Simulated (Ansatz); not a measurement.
G0W0 rungs for K2LiScI6 (double perovskite (elpasolite)) (Fm-3m).

The structure was built from a prototype and need not be the compound's stable phase.

It takes space group Fm-3m (No. 225, cubic). Conventional cell: a = 11.711 Å, b = 11.711 Å, c = 11.711 Å, α = 90.00°, β = 90.00°, γ = 90.00°. K has 12 I at 4.14 Å nearest. Nearest to Li lie 6 I at 2.97 Å. Nearest to Sc lie 6 I at 2.89 Å. Nearest to I lie 1 Sc at 2.89 Å and 1 Li at 2.97 Å and 4 K at 4.14 Å. It derives from I6K2Li1Sc1. Farther neighbours and most contacts between anions are not listed.

```
K Li Sc I
1.0
     0.00000    5.85538    5.85538
     5.85538    0.00000    5.85538
     5.85538    5.85538    0.00000
K Li Sc I
2 1 1 6
Direct
  0.25000 0.25000 0.25000
  0.75000 0.75000 0.75000
  0.00000 0.00000 0.00000
  0.50000 0.50000 0.50000
  0.25338 0.74662 0.74662
  0.25338 0.74662 0.25338
  0.74662 0.25338 0.74662
  0.74662 0.25338 0.25338
  0.74662 0.74662 0.25338
  0.25338 0.25338 0.74662
```

The structure was relaxed with PBE. The structure type comes from a generator and need not be one that this composition takes. The runs that relaxed it are not among those shown. Spin-orbit coupling is left out unless a run names it. PAW set soft_2, made with PBE.

Runs so far (Ansatz 0.2.0, start PBE, default PAW files, 2×2×2 mesh). Times are wall times on 8 threads of Arm Neoverse V2, shared host, good to a factor of about two.

| bands summed | cutoff (eV) | gap on the mesh (eV) | time |
| --- | --- | --- | --- |
| 263 | 36 | 4.119 | 12 s |
| 624 | 72 | 4.149 | 45 s |

Question: What should the next rung give, with 1265 bands and screening to 120 eV, and where is the limit?

The error falls about as one over the bands when the cutoff rises with them. A line through the two highest rungs given predicts 4.160 eV; the run gave 4.201 eV, a miss of 0.041 eV, so the law fails here: the steps don't follow it yet. The two highest rungs put the limit near 4.252 eV, the pair below near 4.171 eV; neither can be trusted until a further rung is run.

Gaps are over the mesh's points; an edge off the mesh would be missed. Limits: not at the basis limit; no spin-orbit coupling; coarse k mesh.

[Paths, hosts, dates, memory and timing lines, banners, echoed tables and standing remarks are left out of the program output.]

[Logs are printed without paths, hosts, clocks, repeated set-up lines and the standing remarks that a program may print on its own settings, such as how far it seeks lower states.]

[Runs of the session that timed out or met a known fault of the program may be left out.]

[Cells called generated may have been cut or substituted from an entry of the Crystallography Open Database or the Materials Project.]

[Hosts, paths, dates, database ids (printed as entryN), source tags and the programs' standing remarks are cut or masked in the printed files.]
